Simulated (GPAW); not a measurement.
# Core-hole calculation of the Mo L₃ edge in Mo (Im-3m), part 3 of 3

Aim: the dependence of the Mo L₃ near-edge features of Mo (Im-3m) on volume.

GPAW 26.7.0; X-ray absorption from dipole matrix elements to empty bands, plane-wave PAW revPBE.

So far. Step 4 (Spectrum with XCH, Mo atom 1): The energy difference (zero at 2546 eV) isn't read as a photon energy: for so heavy an absorber the terms left out (core spin–orbit splitting, the hole's spin, the functional's error) amount to tens of eV or more. Step 6 (Spectrum with XCH, Mo atom 1): Against the first run the r.m.s. difference is 8 %. The highest intensity below 24 eV goes from 1.2 eV (3.78) to 1.2 eV (3.56).

## (8) Spectrum with XCH, Mo atom 1

Shorter bonds are expected to push antibonding states and scattering resonances up, and longer ones down; the cell is scaled to test that.

Changed against the first core-hole run: volume scale from 1 to 0.97.

The input, xas.py:

```python
import numpy as np
from ase import Atoms
from ase.parallel import parprint, paropen
from gpaw import GPAW, PW, FermiDirac, Mixer, MixerDif, setup_paths
from gpaw.test import gen
setup_paths.insert(0, '.')
gen('Mo', name='fch2p', xcname='revPBE', corehole=(2, 1, 1), write_xml=True)
from gpaw.mpi import world
world.barrier()

atoms = Atoms('Mo8',
    cell=[[-3.11504167, 3.11504167, 3.11504167],
     [3.11504167, -3.11504167, 3.11504167],
     [3.11504167, 3.11504167, -3.11504167]],
    scaled_positions=[[0, 0, 0],
     [0, 0, 0.5],
     [0, 0.5, 0],
     [0.5, 0, 0],
     [0, 0.5, 0.5],
     [0.5, 0, 0.5],
     [0.5, 0.5, 0],
     [0.5, 0.5, 0.5]],
    pbc=True)
atoms.calc = calc = GPAW(legacy_gpaw=True, mode=PW(430, force_complex_dtype=True), xc='revPBE', setups={0: 'fch2p'},
    kpts={'size': (5, 5, 5), 'gamma': True}, occupations=FermiDirac(0.1),
    charge=-1, mixer=Mixer(0.1, 5, 50), maxiter=150,
    convergence={'density': 0.0001, 'eigenstates': 1e-6}, txt='scf.txt')
energy = atoms.get_potential_energy() + calc.get_reference_energy()
ef = calc.get_fermi_level()
out = dict(energy=energy, fermi=ef, forces=atoms.get_forces().tolist())
parprint(f'all-electron energy {energy:.4f} eV, Fermi level {ef:.4f} eV')
ev = np.array([[calc.get_eigenvalues(k, s) for k in range(len(calc.get_ibz_k_points()))] for s in range(calc.get_number_of_spins())])
out['homo'], out['lumo'], out['counts'] = ev[ev < ef].max(), ev[ev > ef].min(), sorted(set((ev < ef).sum((0, 2)).tolist()))
out['filled'] = (ev[:, 0] < ef).sum(1).tolist()

from ase.units import Ha
from gpaw.xas import dipole_matrix_elements
nb = int(calc.get_number_of_electrons() / 2) + 115
top, nb = nb, nb + 8 + nb // 12
nscf = calc.fixed_density(kpts={'size': (8, 8, 8), 'gamma': True}, nbands=nb,
    convergence={'bands': top, 'eigenstates': 5e-3}, maxiter=60, txt='nscf.txt')
cell = atoms.cell.array
ops = [cell.T @ U.T @ np.linalg.inv(cell.T) for U in nscf.wfs.kd.symmetry.op_scc]
E = np.arange(-6, 34, 0.1)
fwhm = np.interp(E, [4, 25], [1.78, 3.5])
Y, X, zero, highest = 0, 0, 1e9, 1e9
for spin in range(nscf.get_number_of_spins()):
    wfs = nscf.wfs
    mine = wfs.bd.get_slice()  # this rank's bands
    A = dipole_matrix_elements(wfs.setups[0])
    eps = np.zeros((wfs.kd.nibzkpts, nb))
    d = np.zeros((3, A.shape[1], wfs.kd.nibzkpts, nb), complex)
    for kpt in wfs.kpt_u:
        if kpt.s == spin and 0 in kpt.P_ani:
            eps[kpt.k, mine] = kpt.eps_n * Ha
            d[:, :, kpt.k, mine] = (kpt.weight * wfs.nspins / 2) ** 0.5 * np.inner(A, kpt.P_ani[0])
    world.sum(eps)
    world.sum(d)
    T = np.einsum('amkn,bmkn->abkn', d, d.conj()).real
    T = sum(np.einsum('ai,ijkn,bj->abkn', R, T, R) for R in ops) / len(ops)
    empty = eps > ef
    zero, highest = min(zero, eps[empty].min()), min(highest, eps[:, top - 1].min())
    lines = [(eps, T, empty)] if spin == 0 else lines + [(eps, T, empty)]
for eps, T, empty in lines:
    f = np.einsum('aakn->akn', T).reshape(3, -1)
    x = eps.ravel() - zero
    w = np.interp(x, E, fwhm) / 2.35482
    g = np.exp(-0.5 * ((E[:, None] - x) / w) ** 2) / (w * (2 * np.pi) ** 0.5)
    Y = Y + (f * empty.ravel()) @ g.T
    X = X + (f * ~empty.ravel()) @ g.T
out.update(E=E.round(2).tolist(), xas=Y.tolist(), xes=X.tolist(), zero=zero, valid=highest - zero, nk=len(eps), nb=nb)
for i in range(0, len(E), 10):
    parprint(f'{E[i]:7.2f}', *(f'{v:10.3e}' for v in Y[:, i]))
import json
with paropen('out.json', 'w') as f:
    json.dump(out, f)
```

The run is started by

```sh
$ OMP_NUM_THREADS=1 mpirun -n 4 gpaw python xas.py
```

Numbers of over 12 decimals in the logs are rounded to 6 here.

The program printed:

```text
Input parameters:
  charge: -1
  convergence: {density: 0.0001,
                eigenstates: 1e-06}
  kpts: {gamma: True,
         size: (5, 5, 5)}
  maxiter: 150
  mixer: {backend: pulay,
          beta: 0.1,
          method: separate,
          nmaxold: 5,
          weight: 50}
  mode: {ecut: 430.0,
         force_complex_dtype: True,
         name: pw}
  occupations: {fixmagmom: False,
[...]
*d    :     0.474565
--------------------------------

Diagonalizing with gridspacing h=0.050

state   all-electron     PAW
-------------------------------
4s:      -2.898353    -2.899012
4p:      -1.914907    -1.916145
4d:      -0.525435    -0.527332
*f:                   -0.030662
-------------------------------
all-electron energy -878655.8044 eV, Fermi level 14.0967 eV
[...]
32.00  6.801e-06  6.801e-06  6.801e-06
  33.00  7.199e-06  7.199e-06  7.199e-06
[key lines of the parts left out:]
Converged after 19 iterations.
Dipole moment: (-0.000000, -0.000000, -0.000000) |e|*Ang
Free energy:    -94.333771
Fermi level: 14.09670
```

It took 85 s on 4 MPI ranks of Arm Neoverse V2, shared host; peak memory 0.37 GiB; 5.7 min of CPU time.

```
E (eV)  first run  this run
  -2.0       0.02      0.01
  -1.0       0.38      0.35
   0.0       2.20      2.07
   1.0       3.76      3.63
   2.0       3.13      3.14
   3.0       1.84      1.91
   4.0       0.96      1.04
   5.0       0.56      0.59
   6.0       0.45      0.46
   7.0       0.39      0.40
   8.0       0.33      0.34
   9.0       0.31      0.30
  10.0       0.46      0.38
  11.0       0.70      0.62
  12.0       0.83      0.82
  13.0       0.82      0.86
  14.0       0.75      0.80
  15.0       0.69      0.72
  16.0       0.64      0.67
  17.0       0.60      0.61
  18.0       0.61      0.59
  19.0       0.64      0.64
  20.0       0.60      0.64
  21.0       0.47      0.53
  22.0       0.40      0.42
  23.0       0.41      0.39
  24.0       0.46      0.43
  25.0       0.50      0.47
  26.0       0.52      0.50
  27.0       0.53      0.52
  28.0       0.53      0.54
  29.0       0.52      0.53
  30.0       0.49      0.50
  31.0       0.48      0.47
  32.0       0.50      0.48
```

The scaled spectrum changes by 4 % r.m.s. The highest intensity below 24 eV stays at 1.2 eV.

The photon energy of the zero moves by -0.05 eV.

## (9) Supercell without a hole, the energy reference

The cell changes for the next run, so it gets a reference energy of its own.

The cell differs from the one that the last finished run ended in (a 5.395 → 5.504 Å, b 5.395 → 5.504 Å, c 5.395 → 5.504 Å).

The input, scf.py:

```python
import numpy as np
from ase import Atoms
from ase.parallel import parprint, paropen
from gpaw import GPAW, PW, FermiDirac, Mixer, MixerDif, setup_paths
from gpaw.test import gen
setup_paths.insert(0, '.')
gen('Mo', name='nch2p', xcname='revPBE', corehole=(2, 1, 0), write_xml=True)
from gpaw.mpi import world
world.barrier()

atoms = Atoms('Mo8',
    cell=[[-3.17798876, 3.17798876, 3.17798876],
     [3.17798876, -3.17798876, 3.17798876],
     [3.17798876, 3.17798876, -3.17798876]],
    scaled_positions=[[0, 0, 0],
     [0, 0, 0.5],
     [0, 0.5, 0],
     [0.5, 0, 0],
     [0, 0.5, 0.5],
     [0.5, 0, 0.5],
     [0.5, 0.5, 0],
     [0.5, 0.5, 0.5]],
    pbc=True)
atoms.calc = calc = GPAW(legacy_gpaw=True, mode=PW(430, force_complex_dtype=True), xc='revPBE', setups={0: 'nch2p'},
    kpts={'size': (5, 5, 5), 'gamma': True}, occupations=FermiDirac(0.1),
    charge=0, mixer=Mixer(0.1, 5, 50), maxiter=150,
    convergence={'density': 0.0001, 'eigenstates': 1e-6}, txt='scf.txt')
energy = atoms.get_potential_energy() + calc.get_reference_energy()
ef = calc.get_fermi_level()
out = dict(energy=energy, fermi=ef, forces=atoms.get_forces().tolist())
parprint(f'all-electron energy {energy:.4f} eV, Fermi level {ef:.4f} eV')
ev = np.array([[calc.get_eigenvalues(k, s) for k in range(len(calc.get_ibz_k_points()))] for s in range(calc.get_number_of_spins())])
out['homo'], out['lumo'], out['counts'] = ev[ev < ef].max(), ev[ev > ef].min(), sorted(set((ev < ef).sum((0, 2)).tolist()))
out['filled'] = (ev[:, 0] < ef).sum(1).tolist()
import json
with paropen('out.json', 'w') as f:
    json.dump(out, f)
```

The run is started by

```sh
$ OMP_NUM_THREADS=1 mpirun -n 4 gpaw python scf.py
```

The program printed:

```text
Input parameters:
  convergence: {density: 0.0001,
                eigenstates: 1e-06}
  kpts: {gamma: True,
         size: (5, 5, 5)}
  maxiter: 150
  mixer: {backend: pulay,
          beta: 0.1,
          method: separate,
          nmaxold: 5,
          weight: 50}
  mode: {ecut: 430.0,
         force_complex_dtype: True,
         name: pw}
  occupations: {fixmagmom: False,
                name: fermi-dirac,
[...]
5s(1) :    -0.146945     0.978258
4p(6) :    -1.412799     0.336071
5p(0) :    -0.037059     0.986060
4d(5) :    -0.135961     0.660494
*d    :     0.864039
--------------------------------

Diagonalizing with gridspacing h=0.050

state   all-electron     PAW
-------------------------------
4s:      -2.361205    -2.361878
4p:      -1.412799    -1.414111
4d:      -0.135961    -0.137524
*f:                    0.061654
-------------------------------
all-electron energy -881202.3650 eV, Fermi level 13.2109 eV
[key lines of the parts left out:]
Converged after 17 iterations.
Dipole moment: (-0.000000, 0.000000, 0.000000) |e|*Ang
Free energy:    -86.402503
Fermi level: 13.21086
```

Elapsed: 21 s, on 4 MPI ranks; peak memory 0.21 GiB; 82 s of CPU time.

Reference energy: -881202.365 eV with the cores included.

## (10) Spectrum with XCH, Mo atom 1

Shorter bonds are expected to push antibonding states and scattering resonances up, and longer ones down; the cell is scaled to test that.

Changed against the first core-hole run: volume scale from 1 to 1.03.

xas.py: that of step 8 with these lines changed.

```diff
@@ -11,5 +11,5 @@
 atoms = Atoms('Mo8',
-    cell=[[-3.11504167, 3.11504167, 3.11504167],
-     [3.11504167, -3.11504167, 3.11504167],
-     [3.11504167, 3.11504167, -3.11504167]],
+    cell=[[-3.17798876, 3.17798876, 3.17798876],
+     [3.17798876, -3.17798876, 3.17798876],
+     [3.17798876, 3.17798876, -3.17798876]],
     scaled_positions=[[0, 0, 0],
@@ -37,3 +37,3 @@
 from gpaw.xas import dipole_matrix_elements
-nb = int(calc.get_number_of_electrons() / 2) + 115
+nb = int(calc.get_number_of_electrons() / 2) + 119
 top, nb = nb, nb + 8 + nb // 12
```

The run is started by

```sh
$ OMP_NUM_THREADS=1 mpirun -n 4 gpaw python xas.py
```

The program printed:

```text
Input parameters:
  charge: -1
  convergence: {density: 0.0001,
                eigenstates: 1e-06}
  kpts: {gamma: True,
         size: (5, 5, 5)}
  maxiter: 150
  mixer: {backend: pulay,
          beta: 0.1,
          method: separate,
          nmaxold: 5,
          weight: 50}
  mode: {ecut: 430.0,
         force_complex_dtype: True,
         name: pw}
  occupations: {fixmagmom: False,
[...]
*d    :     0.474565
--------------------------------

Diagonalizing with gridspacing h=0.050

state   all-electron     PAW
-------------------------------
4s:      -2.898353    -2.899012
4p:      -1.914907    -1.916145
4d:      -0.525435    -0.527332
*f:                   -0.030662
-------------------------------
all-electron energy -878655.9745 eV, Fermi level 13.0565 eV
[...]
32.00  7.429e-06  7.429e-06  7.429e-06
  33.00  7.380e-06  7.380e-06  7.380e-06
[key lines of the parts left out:]
Converged after 25 iterations.
Dipole moment: (-0.000000, 0.000000, 0.000000) |e|*Ang
Free energy:    -94.512691
Fermi level: 13.05650
```

The job ended after 96 s (4 MPI ranks; peak memory 0.37 GiB; 6.4 min of CPU time).

```
E (eV)  first run  this run
  -2.0       0.02      0.02
  -1.0       0.38      0.41
   0.0       2.20      2.32
   1.0       3.76      3.89
   2.0       3.13      3.11
   3.0       1.84      1.76
   4.0       0.96      0.89
   5.0       0.56      0.54
   6.0       0.45      0.44
   7.0       0.39      0.38
   8.0       0.33      0.31
   9.0       0.31      0.34
  10.0       0.46      0.55
  11.0       0.70      0.76
  12.0       0.83      0.81
  13.0       0.82      0.78
  14.0       0.75      0.71
  15.0       0.69      0.67
  16.0       0.64      0.63
  17.0       0.60      0.60
  18.0       0.61      0.62
  19.0       0.64      0.64
  20.0       0.60      0.55
  21.0       0.47      0.43
  22.0       0.40      0.40
  23.0       0.41      0.45
  24.0       0.46      0.50
  25.0       0.50      0.52
  26.0       0.52      0.53
  27.0       0.53      0.53
  28.0       0.53      0.53
  29.0       0.52      0.50
  30.0       0.49      0.49
  31.0       0.48      0.50
  32.0       0.50      0.52
```

Against the first run the r.m.s. difference is 4 %. The highest intensity below 24 eV goes from 1.2 eV (3.78) to 1.0 eV (3.89).

The photon energy of the zero moves by +0.05 eV.

## (11) Supercell without a hole, the energy reference

The cell changes for the next run, so it gets a reference energy of its own.

The cell differs from the one that the last finished run ended in (a 5.504 → 5.557 Å, b 5.504 → 5.557 Å, c 5.504 → 5.557 Å).

scf.py: that of step 9 with these lines changed.

```diff
@@ -11,5 +11,5 @@
 atoms = Atoms('Mo8',
-    cell=[[-3.17798876, 3.17798876, 3.17798876],
-     [3.17798876, -3.17798876, 3.17798876],
-     [3.17798876, 3.17798876, -3.17798876]],
+    cell=[[-3.20854822, 3.20854822, 3.20854822],
+     [3.20854822, -3.20854822, 3.20854822],
+     [3.20854822, 3.20854822, -3.20854822]],
     scaled_positions=[[0, 0, 0],
```

The run is started by

```sh
$ OMP_NUM_THREADS=1 mpirun -n 4 gpaw python scf.py
```

The program printed:

```text
Input parameters:
  convergence: {density: 0.0001,
                eigenstates: 1e-06}
  kpts: {gamma: True,
         size: (5, 5, 5)}
  maxiter: 150
  mixer: {backend: pulay,
          beta: 0.1,
          method: separate,
          nmaxold: 5,
          weight: 50}
  mode: {ecut: 430.0,
         force_complex_dtype: True,
         name: pw}
  occupations: {fixmagmom: False,
                name: fermi-dirac,
[...]
5s(1) :    -0.146945     0.978258
4p(6) :    -1.412799     0.336071
5p(0) :    -0.037059     0.986060
4d(5) :    -0.135961     0.660494
*d    :     0.864039
--------------------------------

Diagonalizing with gridspacing h=0.050

state   all-electron     PAW
-------------------------------
4s:      -2.361205    -2.361878
4p:      -1.412799    -1.414111
4d:      -0.135961    -0.137524
*f:                    0.061654
-------------------------------
all-electron energy -881202.2455 eV, Fermi level 12.7307 eV
[key lines of the parts left out:]
Converged after 16 iterations.
Dipole moment: (-0.000000, 0.000000, 0.000000) |e|*Ang
Free energy:    -86.287076
Fermi level: 12.73070
```

It took 20 s on 4 MPI ranks; peak memory 0.21 GiB.

Reference energy: -881202.245 eV with the cores included.

## (12) Spectrum with XCH, Mo atom 1

Shorter bonds are expected to push antibonding states and scattering resonances up, and longer ones down; the cell is scaled to test that.

Changed against the first core-hole run: volume scale from 1 to 1.06.

xas.py: that of step 10 with these lines changed.

```diff
@@ -11,5 +11,5 @@
 atoms = Atoms('Mo8',
-    cell=[[-3.17798876, 3.17798876, 3.17798876],
-     [3.17798876, -3.17798876, 3.17798876],
-     [3.17798876, 3.17798876, -3.17798876]],
+    cell=[[-3.20854822, 3.20854822, 3.20854822],
+     [3.20854822, -3.20854822, 3.20854822],
+     [3.20854822, 3.20854822, -3.20854822]],
     scaled_positions=[[0, 0, 0],
@@ -37,3 +37,3 @@
 from gpaw.xas import dipole_matrix_elements
-nb = int(calc.get_number_of_electrons() / 2) + 119
+nb = int(calc.get_number_of_electrons() / 2) + 122
 top, nb = nb, nb + 8 + nb // 12
```

The run is started by

```sh
$ OMP_NUM_THREADS=1 mpirun -n 4 gpaw python xas.py
```

The program printed:

```text
Input parameters:
  charge: -1
  convergence: {density: 0.0001,
                eigenstates: 1e-06}
  kpts: {gamma: True,
         size: (5, 5, 5)}
  maxiter: 150
  mixer: {backend: pulay,
          beta: 0.1,
          method: separate,
          nmaxold: 5,
          weight: 50}
  mode: {ecut: 430.0,
         force_complex_dtype: True,
         name: pw}
  occupations: {fixmagmom: False,
[...]
*d    :     0.474565
--------------------------------

Diagonalizing with gridspacing h=0.050

state   all-electron     PAW
-------------------------------
4s:      -2.898353    -2.899012
4p:      -1.914907    -1.916145
4d:      -0.525435    -0.527332
*f:                   -0.030662
-------------------------------
all-electron energy -878655.8105 eV, Fermi level 12.5778 eV
[...]
32.00  7.501e-06  7.501e-06  7.501e-06
  33.00  7.021e-06  7.021e-06  7.021e-06
[key lines of the parts left out:]
Converged after 26 iterations.
Dipole moment: (-0.000000, 0.000000, 0.000000) |e|*Ang
Free energy:    -94.352810
Fermi level: 12.57777
```

The job ended after 98 s (4 MPI ranks; peak memory 0.38 GiB; 6.5 min of CPU time).

```
E (eV)  first run  this run
  -2.0       0.02      0.02
  -1.0       0.38      0.40
   0.0       2.20      2.35
   1.0       3.76      3.99
   2.0       3.13      3.13
   3.0       1.84      1.72
   4.0       0.96      0.85
   5.0       0.56      0.53
   6.0       0.45      0.43
   7.0       0.39      0.36
   8.0       0.33      0.31
   9.0       0.31      0.39
  10.0       0.46      0.62
  11.0       0.70      0.78
  12.0       0.83      0.79
  13.0       0.82      0.74
  14.0       0.75      0.69
  15.0       0.69      0.65
  16.0       0.64      0.61
  17.0       0.60      0.60
  18.0       0.61      0.63
  19.0       0.64      0.61
  20.0       0.60      0.50
  21.0       0.47      0.41
  22.0       0.40      0.42
  23.0       0.41      0.48
  24.0       0.46      0.52
  25.0       0.50      0.53
  26.0       0.52      0.53
  27.0       0.53      0.53
  28.0       0.53      0.52
  29.0       0.52      0.50
  30.0       0.49      0.50
  31.0       0.48      0.52
  32.0       0.50      0.53
```

Against the first run the r.m.s. difference is 7 %. The highest intensity below 24 eV goes from 1.2 eV (3.78) to 1.0 eV (3.99).

The photon energy of the zero moves by +0.09 eV.

## (13) The volumes side by side

```
volume  nearest distance (Å)  shift of the zero (eV)  maximum 1 (eV above own zero)  maximum 2 (eV above own zero)
  0.94                 2.670                   -0.10                            1.2                           13.2
  0.97                 2.698                   -0.05                            1.2                           12.8
     1                 2.725                   +0.00                            1.2                           12.4
  1.03                 2.752                   +0.05                            1.0                           12.0
  1.06                 2.779                   +0.09                            1.0                           11.6
```

The curves, each shifted by its zero's change so that they share one photon-energy axis, counted from the zero at V × 1:

```
E (eV)  V × 0.94  V × 0.97  V × 1  V × 1.03  V × 1.06
  -2.0      0.02      0.02   0.02      0.01      0.01
  -1.0      0.44      0.40   0.38      0.37      0.33
   0.0      2.20      2.18   2.20      2.21      2.12
   1.0      3.53      3.64   3.76      3.87      3.94
   2.0      3.02      3.08   3.13      3.18      3.27
   3.0      1.87      1.86   1.84      1.82      1.83
   4.0      1.05      1.01   0.96      0.92      0.91
   5.0      0.59      0.58   0.56      0.55      0.55
   6.0      0.47      0.46   0.45      0.45      0.44
   7.0      0.41      0.40   0.39      0.38      0.37
   8.0      0.35      0.34   0.33      0.32      0.31
   9.0      0.30      0.30   0.31      0.33      0.37
  10.0      0.34      0.39   0.46      0.54      0.60
  11.0      0.55      0.63   0.70      0.75      0.77
  12.0      0.80      0.83   0.83      0.81      0.79
  13.0      0.89      0.86   0.82      0.78      0.75
  14.0      0.84      0.79   0.75      0.72      0.69
  15.0      0.75      0.72   0.69      0.67      0.65
  16.0      0.69      0.67   0.64      0.63      0.62
  17.0      0.63      0.61   0.60      0.60      0.60
  18.0      0.59      0.60   0.61      0.62      0.63
  19.0      0.63      0.64   0.64      0.64      0.61
  20.0      0.66      0.64   0.60      0.55      0.51
  21.0      0.58      0.53   0.47      0.43      0.42
  22.0      0.45      0.41   0.40      0.40      0.42
  23.0      0.38      0.39   0.41      0.44      0.48
  24.0      0.40      0.43   0.46      0.49      0.52
  25.0      0.45      0.48   0.50      0.52      0.53
  26.0      0.48      0.50   0.52      0.53      0.53
  27.0      0.51      0.52   0.53      0.53      0.53
  28.0      0.53      0.54   0.53      0.53      0.52
  29.0      0.54      0.53   0.52      0.51      0.50
  30.0      0.51      0.50   0.49      0.49      0.50
  31.0      0.48      0.47   0.48      0.50      0.52
  32.0      0.46      0.48   0.50      0.52      0.53
```

## (14) Outcome

```json
{
 "absorber and edge": "Mo L₃, atom 1 of the ground-state input (counted from 1)",
 "surroundings": "8 Mo at 2.73 Å and 6 Mo at 3.15 Å (cube and octahedron, as in bcc, site symmetry m-3m)",
 "highest intensity below 24 eV": "1.2 eV above the zero, height 3.78"
}
```

From V × 0.94 to V × 1.06 the nearest distance grows by 0.109 Å and the zero moves by +0.20 eV. Above their own zero, the maxima move from 1.2 to 1.0 eV and from 13.2 to 11.6 eV. The one highest in energy moves most, in the direction that the rule ΔE·R² ≈ constant for scattering resonances gives. The Mo L₃ edge of atom 1, with 8 Mo at 2.73 Å and 6 Mo at 3.15 Å (cube and octahedron, as in bcc, site symmetry m-3m), has its highest intensity of the first 24 eV at 1.2 eV above the zero, 3.8 times the mean level of the first 20 eV (Gaussian full width 1.78 eV up to 4 eV, rising linearly to 3.5 eV at 25 eV). Only the L₃ part is meant: spin–orbit coupling of the core level isn't computed and the L₂ copy isn't added. The script folds with a Gaussian, whereas the core hole's own line is a Lorentzian, so the onset is too steep and the first peak too high. The holes are only 5.5 Å apart, so the shape is probably not converged with cell size; no larger cell was run here. Lifetime broadening is put in by hand, and intensities beyond about 20 eV depend on it and on the partial waves; weight that the partial waves miss at high energy is lost. The structure is a published determination, not relaxed.

[Banner, clock and machine lines of the logs are left out without a mark of their own.]

[Logs are printed without paths, hosts, clocks, repeated set-up lines and the standing remarks that a program may print on its own settings, such as how far it seeks lower states.]

[Hosts, paths, dates, database ids (printed as entryN), source tags and the programs' standing remarks are cut or masked in the printed files.]

[Lists of maxima count a maximum above −3 eV only where it reaches 4 % of the highest in the window and stands out from its surroundings by 2 % of it (1.5 % where it reaches 55 %); shoulders and weaker maxima are passed over, and of the rest the first, up to two pre-edge ones and the few strongest are named.]
